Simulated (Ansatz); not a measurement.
```
CsPbBr3 (Pm-3m): band gap by G0W0 on HSE06
1.0
     5.87000    0.00000    0.00000
     0.00000    5.87000    0.00000
     0.00000    0.00000    5.87000
Cs Pb Br
1 1 3
Direct
  0.00000 0.00000 0.00000
  0.50000 0.50000 0.50000
  0.00000 0.50000 0.50000
  0.50000 0.00000 0.50000
  0.50000 0.50000 0.00000
# method: G0W0 on HSE06, plane waves, PAW (and 1 further level or step)
# program: Ansatz 0.2.0
# settings of one run: cutoff 680 eV, 4×4×4 k-mesh, {"kind": "paw", "source": "ansatz"}, empty bands 929, screening cutoff 160 eV, screening contour deformation, QP bands (v2, c2)
# cost: 2 runs, 3.3 min in all on 1 × NVIDIA H100 80GB HBM3 (shared by 3 runs) with 4 threads of AMD EPYC 7R13 (Zen 3), shared host (the runs of this entry)
# notes: In doubt: masses and optical values from hybrid runs of this build are listed as unsure (in some of the runs), which bears on the screening that GW takes from such a start. The cell and positions come from the Crystallography Open Database and are kept as given unless a step says otherwise. Limits: no spin-orbit coupling. The differences hold parts that these runs do not separate: finite bands, cutoffs and mesh, points of the zone that were not corrected, the start of G0W0, spin-orbit coupling missing from it, static nuclei, no electron-hole attraction, and what each experiment reads as the gap. [rest of the remark cut]
# HSE06 gap over mesh and listed points: 2.107 eV, direct, at k = (0.500, 0.500, 0.500)
# G0W0@HSE06 gap over 3 of 10 irreducible mesh points: 2.920 eV, direct, at k = (-0.500, -0.500, -0.500)
# HSE06+SOC gap over mesh and listed points: 0.800 eV
# GW settings: 4×4×4 mesh, 929 empty bands, screening to 160 eV, hard PAW files
# known limits: finite bands, screening cutoff and k mesh; no spin-orbit coupling in G0W0
```

[Paths, hosts, dates, memory and timing lines, banners, echoed tables and standing remarks are left out of the program output.]

[Logs are printed without paths, hosts, clocks, repeated set-up lines and the standing remarks that a program may print on its own settings, such as how far it seeks lower states.]

[Runs of the session that timed out or met a known fault of the program may be left out.]

[Cells called generated may have been cut or substituted from an entry of the Crystallography Open Database or the Materials Project.]

[Hosts, paths, dates, database ids (printed as entryN), source tags and the programs' standing remarks are cut or masked in the printed files.]
